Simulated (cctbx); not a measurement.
# Resonant diffraction in AlNiBr5

Space group Ama2 (no. 40), a = 12.7790 Å, b = 13.0380 Å, c = 4.8620 Å, α = 90.00°, β = 90.00°, γ = 90.00°.

| atom | mult. | x | y | z | Ueq (Å²) |
| --- | --- | --- | --- | --- | --- |
| Br1 | 8 | 0.6095 | 0.0673 | 0.9992 | 0.0149 |
| Br2 | 4 | 3/4 | 0.1952 | 0.5190 | 0.0158 |
| Br3 | 8 | 0.6208 | 0.3296 | 0.9487 | 0.0118 |
| Ni1 | 4 | 1/2 | 0 | 0.5021 | 0.0172 |
| Al1 | 4 | 3/4 | 0.2024 | 0.9904 | 0.0178 |

The model is made up (kin elements in a known structure type, no relaxation), so it says nothing on whether the phase exists.

Calculated with cctbx: free-atom f′ and f″ from the Sasaki tables, no fine structure; amplitudes in electrons.

How do |F(hkl)| and |F(−h−k−l)| change across the Ni K edge?

```text
E (eV)    f'(Ni)   f''           |F|3 2 0        |F|2 0 0        |F|2 1 1        |F|0 4 0
   7733   -2.36   0.55       93.8/  93.8     17.7/  17.7     24.7/  23.7      4.0/   4.0
   8083   -3.19   0.51       93.6/  93.6     20.8/  20.8     21.8/  20.7      6.5/   6.5
   8213   -3.91   0.49       93.5/  93.5     23.6/  23.6     19.2/  18.1      9.2/   9.2
   8273   -4.62   0.48       93.5/  93.5     26.3/  26.3     16.7/  15.5     11.8/  11.8
   8303   -5.35   0.48       93.5/  93.5     29.2/  29.2     14.2/  12.9     14.5/  14.5
   8318   -6.08   0.48       93.5/  93.5     32.1/  32.1     11.8/  10.4     17.3/  17.3
   8325   -6.74   0.48       93.5/  93.5     34.7/  34.7      9.9/   8.3     19.9/  19.9
   8329   -7.45   0.48       93.5/  93.5     37.5/  37.5      8.2/   6.5     22.6/  22.6
   8337   -7.63   3.92       93.5/  93.5     40.1/  40.1      7.1/  19.0     25.8/  25.8
   8341   -6.81   3.91       93.5/  93.5     37.0/  37.0      9.0/  19.8     23.0/  23.0
   8348   -6.09   3.91       93.5/  93.5     34.3/  34.3     11.2/  20.8     20.6/  20.6
   8363   -5.30   3.89       93.4/  93.4     31.4/  31.4     13.9/  22.2     18.1/  18.1
   8393   -4.51   3.86       93.4/  93.4     28.5/  28.5     16.6/  23.9     15.8/  15.8
   8483   -3.47   3.77       93.4/  93.4     24.6/  24.6     20.4/  26.5     13.0/  13.0
   8733   -2.34   3.57       93.2/  93.2     20.3/  20.3     24.7/  29.6     10.6/  10.6
```

The edge is at 8333 eV. f′ of Ni falls from -3.9 e at 8213 eV to -7.5 e at 4 eV below it, and f″ steps from 0.48 to 3.91 e across it. Over that approach |F| changes by +0 % (3 2 0), +59 % (2 0 0), -57 % (2 1 1) and +146 % (0 4 0): a reflection falls where Ni scatters in phase with the total and rises where it scatters against it; it hardly moves where the Ni term is small or cancels by symmetry or lies in quadrature to the total. The f″ term interferes with the normal scattering with opposite sign for the two Friedel mates. The largest Friedel difference in the scan is 91.2 % of the mean (2 1 1, at 8337 eV).

[Logs are printed without paths, hosts, clocks, repeated set-up lines and the standing remarks that a program may print on its own settings, such as how far it seeks lower states.]
